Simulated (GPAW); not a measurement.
# Near-edge structure at the Cu K edge of BaCu2S2 (I4/mmm), part 3 of 3

Aim: the near-edge shape at the Cu K edge of BaCu2S2 (I4/mmm), and what the core hole does to it.

GPAW 26.7.0; X-ray absorption from dipole matrix elements to empty bands, plane-wave PAW LDA.

So far. Step 5 (Spectrum with FCH, Cu atom 2): The hole costs E(hole) − E(ground) = 8983.21 eV, and the lowest empty level of the hole cell on the spectrum's mesh lies at 8.28 eV, which puts the zero at 8991.48 eV. One term is added: -29.79 eV, since the hole is spin-paired here and a spin-polarised one costs that much less in the free atom (computed apart). The photon energy is then 8961.69 eV. The tabulated edge of the element is 8979 eV.

## 7. Spectrum with FCH, Cu atom 2

A test of how far the result depends on this setting.

Changed against the first core-hole run: broadening from Gaussian full width 1.55 eV up to 4 eV, rising linearly to 3.5 eV at 25 eV to Gaussian full width 0.5 eV up to 4 eV, rising linearly to 1.5 eV at 25 eV.

File xas.py:

```python
import numpy as np
from ase import Atoms
from ase.parallel import parprint, paropen
from gpaw import GPAW, PW, FermiDirac, Mixer, MixerDif, setup_paths
from gpaw.test import gen
setup_paths.insert(0, '.')
gen('Cu', name='fch1s', xcname='LDA', corehole=(1, 0, 1), write_xml=True)
from gpaw.mpi import world
world.barrier()

atoms = Atoms('Ba4Cu8S8',
    cell=[[1.95096482, -1.95096482, -6.32505103],
     [-7.80385929, 0, 0],
     [0, 7.80385929, 0]],
    scaled_positions=[[0, 0, 0],
     [0, 0.5, 0],
     [0, 0.5, 0.5],
     [0, 0, 0.5],
     [0.5, 0.625, 0.875],
     [0.5, 0.125, 0.875],
     [0.5, 0.125, 0.375],
     [0.5, 0.625, 0.375],
     [0.5, 0.875, 0.125],
     [0.5, 0.375, 0.125],
     [0.5, 0.375, 0.625],
     [0.5, 0.875, 0.625],
     [0.28202224, 0.82050556, 0.82050556],
     [0.28202224, 0.32050556, 0.82050556],
     [0.28202224, 0.32050556, 0.32050556],
     [0.28202224, 0.82050556, 0.32050556],
     [0.71797776, 0.67949444, 0.67949444],
     [0.71797776, 0.17949444, 0.67949444],
     [0.71797776, 0.17949444, 0.17949444],
     [0.71797776, 0.67949444, 0.17949444]],
    pbc=True)
atoms.calc = calc = GPAW(legacy_gpaw=True, mode=PW(430), xc='LDA', setups={4: 'fch1s'},
    kpts={'size': (2, 2, 2), 'gamma': True}, occupations=FermiDirac(0.02),
    charge=0, mixer=Mixer(0.1, 5, 50), maxiter=150,
    convergence={'density': 0.0001}, txt='scf.txt')
energy = atoms.get_potential_energy() + calc.get_reference_energy()
ef = calc.get_fermi_level()
out = dict(energy=energy, fermi=ef, forces=atoms.get_forces().tolist())
parprint(f'all-electron energy {energy:.4f} eV, Fermi level {ef:.4f} eV')
ev = np.array([[calc.get_eigenvalues(k, s) for k in range(len(calc.get_ibz_k_points()))] for s in range(calc.get_number_of_spins())])
out['homo'], out['lumo'], out['counts'] = ev[ev < ef].max(), ev[ev > ef].min(), sorted(set((ev < ef).sum((0, 2)).tolist()))
out['filled'] = (ev[:, 0] < ef).sum(1).tolist()

from ase.units import Ha
from gpaw.xas import dipole_matrix_elements
nb = int(calc.get_number_of_electrons() / 2) + 231
top, nb = nb, nb + 8 + nb // 12
nscf = calc.fixed_density(kpts={'size': (2, 2, 2), 'gamma': True}, nbands=nb,
    convergence={'bands': top, 'eigenstates': 1e-5}, maxiter=60, txt='nscf.txt')
cell = atoms.cell.array
ops = [cell.T @ U.T @ np.linalg.inv(cell.T) for U in nscf.wfs.kd.symmetry.op_scc]
filled = [88]  # bands filled in the ground state, by spin
E = np.arange(-6, 34, 0.1)
fwhm = np.interp(E, [4, 25], [0.5, 1.5])
Y, X, zero, highest = 0, 0, 1e9, 1e9
for spin in range(nscf.get_number_of_spins()):
    wfs = nscf.wfs
    A = dipole_matrix_elements(wfs.setups[4])
    eps = np.zeros((wfs.kd.nibzkpts, nb))
    d = np.zeros((3, A.shape[1], wfs.kd.nibzkpts, nb), complex)
    for kpt in wfs.kpt_u:
        if kpt.s == spin and 4 in kpt.P_ani:
            eps[kpt.k] = kpt.eps_n * Ha
            d[:, :, kpt.k] = (kpt.weight * wfs.nspins / 2) ** 0.5 * np.inner(A, kpt.P_ani[4])
    world.sum(eps)
    world.sum(d)
    T = np.einsum('amkn,bmkn->abkn', d, d.conj()).real
    T = sum(np.einsum('ai,ijkn,bj->abkn', R, T, R) for R in ops) / len(ops)
    empty = np.ones_like(eps, bool) & (np.arange(nb) >= filled[spin])
    zero, highest = min(zero, eps[empty].min()), min(highest, eps[:, top - 1].min())
    lines = [(eps, T, empty)] if spin == 0 else lines + [(eps, T, empty)]
for eps, T, empty in lines:
    f = np.einsum('aakn->akn', T).reshape(3, -1)
    x = eps.ravel() - zero
    w = np.interp(x, E, fwhm) / 2.35482
    g = np.exp(-0.5 * ((E[:, None] - x) / w) ** 2) / (w * (2 * np.pi) ** 0.5)
    Y = Y + (f * empty.ravel()) @ g.T
    X = X + (f * ~empty.ravel()) @ g.T
out.update(E=E.round(2).tolist(), xas=Y.tolist(), xes=X.tolist(), zero=zero, valid=highest - zero, nk=len(eps), nb=nb)
for i in range(0, len(E), 10):
    parprint(f'{E[i]:7.2f}', *(f'{v:10.3e}' for v in Y[:, i]))
import json
with paropen('out.json', 'w') as f:
    json.dump(out, f)
```

The run is started by

```sh
OMP_NUM_THREADS=1 mpirun -n 4 gpaw python xas.py
```

Numbers of over 12 decimals in the logs are rounded to 6 here.

Output:

```text
Input parameters:
  convergence: {density: 0.0001}
  kpts: {gamma: True,
         size: (2, 2, 2)}
  maxiter: 150
  mixer: {backend: pulay,
          beta: 0.1,
          method: separate,
          nmaxold: 5,
          weight: 50}
  mode: {ecut: 430.0,
         name: pw}
  occupations: {fixmagmom: False,
                name: fermi-dirac,
                width: 0.02}
  setups: {4: fch1s}

Initialize ...

[...]
*d    :     0.252057
--------------------------------

Diagonalizing with gridspacing h=0.050

state   all-electron     PAW
-------------------------------
4s:      -0.517664    -0.517809
4p:      -0.294182    -0.294289
3d:      -0.747943    -0.748405
*f:                   -0.018700
-------------------------------
all-electron energy -1321755.9469 eV, Fermi level 8.0479 eV
[...]
32.00  9.762e-08  9.761e-08  1.692e-07
  33.00  1.354e-07  1.354e-07  1.626e-07
[key lines of the parts left out:]
Converged after 21 iterations.
Dipole moment: (-0.207038, 0.815213, 0.000000) |e|*Ang
Free energy:   -118.301547
Fermi level: 8.04791
```

Run time: 5 min. Hardware: 4 MPI ranks of Arm Neoverse V2, shared host; peak memory 0.68 GiB; 20 min of CPU time.

| E (eV) | first run | this run |
| --- | --- | --- |
| -2.0 | 0.00 | 0.00 |
| -1.0 | 0.00 | 0.00 |
| 0.0 | 0.03 | 0.01 |
| 1.0 | 0.18 | 0.13 |
| 2.0 | 0.45 | 0.47 |
| 3.0 | 0.70 | 0.78 |
| 4.0 | 0.90 | 0.88 |
| 5.0 | 1.05 | 0.93 |
| 6.0 | 1.42 | 1.63 |
| 7.0 | 1.45 | 1.55 |
| 8.0 | 1.10 | 1.14 |
| 9.0 | 0.90 | 0.71 |
| 10.0 | 1.03 | 0.78 |
| 11.0 | 1.31 | 1.82 |
| 12.0 | 1.26 | 1.06 |
| 13.0 | 1.09 | 1.07 |
| 14.0 | 1.00 | 0.88 |
| 15.0 | 1.01 | 1.14 |
| 16.0 | 1.06 | 0.87 |
| 17.0 | 1.16 | 1.25 |
| 18.0 | 1.20 | 1.36 |
| 19.0 | 1.12 | 1.05 |
| 20.0 | 1.03 | 1.02 |
| 21.0 | 1.00 | 0.91 |
| 22.0 | 1.00 | 1.11 |
| 23.0 | 0.99 | 0.90 |
| 24.0 | 0.97 | 1.08 |
| 25.0 | 0.98 | 0.88 |
| 26.0 | 1.04 | 0.93 |
| 27.0 | 1.10 | 1.31 |
| 28.0 | 1.08 | 1.25 |
| 29.0 | 0.97 | 0.91 |
| 30.0 | 0.84 | 0.76 |

Against the first run the r.m.s. difference is 18 %. The highest intensity below 24 eV goes from 6.6 eV (1.54) to 6.6 eV (2.16).

The photon energy of the zero moves by +0.00 eV.

## 8. With and without the hole

Both curves are counted from their own zero, so only the shift of weight within the empty states shows.

| E (eV) | no hole | FCH |
| --- | --- | --- |
| -2.0 | 0.00 | 0.00 |
| -1.0 | 0.00 | 0.00 |
| 0.0 | 0.01 | 0.03 |
| 1.0 | 0.08 | 0.18 |
| 2.0 | 0.24 | 0.45 |
| 3.0 | 0.47 | 0.70 |
| 4.0 | 0.64 | 0.90 |
| 5.0 | 0.73 | 1.05 |
| 6.0 | 1.07 | 1.42 |
| 7.0 | 1.37 | 1.45 |
| 8.0 | 1.24 | 1.10 |
| 9.0 | 1.14 | 0.90 |
| 10.0 | 1.12 | 1.03 |
| 11.0 | 1.17 | 1.31 |
| 12.0 | 1.20 | 1.26 |
| 13.0 | 1.26 | 1.09 |
| 14.0 | 1.34 | 1.00 |
| 15.0 | 1.29 | 1.01 |
| 16.0 | 1.22 | 1.06 |
| 17.0 | 1.22 | 1.16 |
| 18.0 | 1.26 | 1.20 |
| 19.0 | 1.25 | 1.12 |
| 20.0 | 1.23 | 1.03 |
| 21.0 | 1.27 | 1.00 |
| 22.0 | 1.29 | 1.00 |
| 23.0 | 1.24 | 0.99 |
| 24.0 | 1.17 | 0.97 |
| 25.0 | 1.15 | 0.98 |
| 26.0 | 1.19 | 1.04 |
| 27.0 | 1.24 | 1.10 |
| 28.0 | 1.24 | 1.08 |
| 29.0 | 1.18 | 0.97 |
| 30.0 | 1.09 | 0.84 |

With each curve scaled to its own mean, the area from −2 to 6 eV with the hole is 4.0 against 2.7, and the centre of weight from −1 to 20 eV moves by -0.8 eV: the hole pulls the absorber's empty states down.

## 9. Outcome

```json
{
 "absorber and edge": "Cu K, atom 2 of the ground-state input (counted from 1)",
 "surroundings": "4 S at 2.39 Å (tetrahedral, site symmetry -4m2)",
 "highest intensity below 24 eV": "6.6 eV above the zero, height 1.54",
 "photon energy of the zero, with the added terms": "8961.7 eV (raw 8991.5 eV; LDA puts this hole about 18 eV below PBE, itself good to a few eV)"
}
```

In words: The Cu K edge of atom 2, with 4 S at 2.39 Å (tetrahedral, site symmetry -4m2), has its highest intensity of the first 24 eV at 6.6 eV above the zero, near 8968 eV in photon energy (LDA puts this hole about 18 eV below PBE, itself good to a few eV), 1.5 times the mean level of the first 20 eV (Gaussian full width 1.55 eV up to 4 eV, rising linearly to 3.5 eV at 25 eV). With each curve scaled to its own mean, the area from −2 to 6 eV with the hole is 4.0 against 2.7, and the centre of weight from −1 to 20 eV moves by -0.8 eV: the hole pulls the absorber's empty states down. The neutral-cell energy lies +0.4 eV from the charged-cell zero, a gap made of the charged-cell error and of where the added electron settles. Changing the broadening from Gaussian full width 1.55 eV up to 4 eV, rising linearly to 3.5 eV at 25 eV to Gaussian full width 0.5 eV up to 4 eV, rising linearly to 1.5 eV at 25 eV alters the shape by 18 % r.m.s., a modest effect on the whole. At the Cu K edge of atom 2 polarisation matters most near 6.6 eV, where the curves differ by 0.5 on this scale. The script folds with a Gaussian, whereas the core hole's own line is a Lorentzian, so the onset is too steep and the first peak too high. The mesh is coarse (0.50 Å⁻¹ between points), so small maxima may be mesh ripples. The structure is a computed Materials Project entry and may be a hypothetical form.

[Banner, clock and machine lines of the logs are left out without a mark of their own.]

[Logs are printed without paths, hosts, clocks, repeated set-up lines and the standing remarks that a program may print on its own settings, such as how far it seeks lower states.]

[Hosts, paths, dates, database ids (printed as entryN), source tags and the programs' standing remarks are cut or masked in the printed files.]

[Lists of maxima count a maximum above −3 eV only where it reaches 4 % of the highest in the window and stands out from its surroundings by 2 % of it (1.5 % where it reaches 55 %); shoulders and weaker maxima are passed over, and of the rest the first, up to two pre-edge ones and the few strongest are named.]
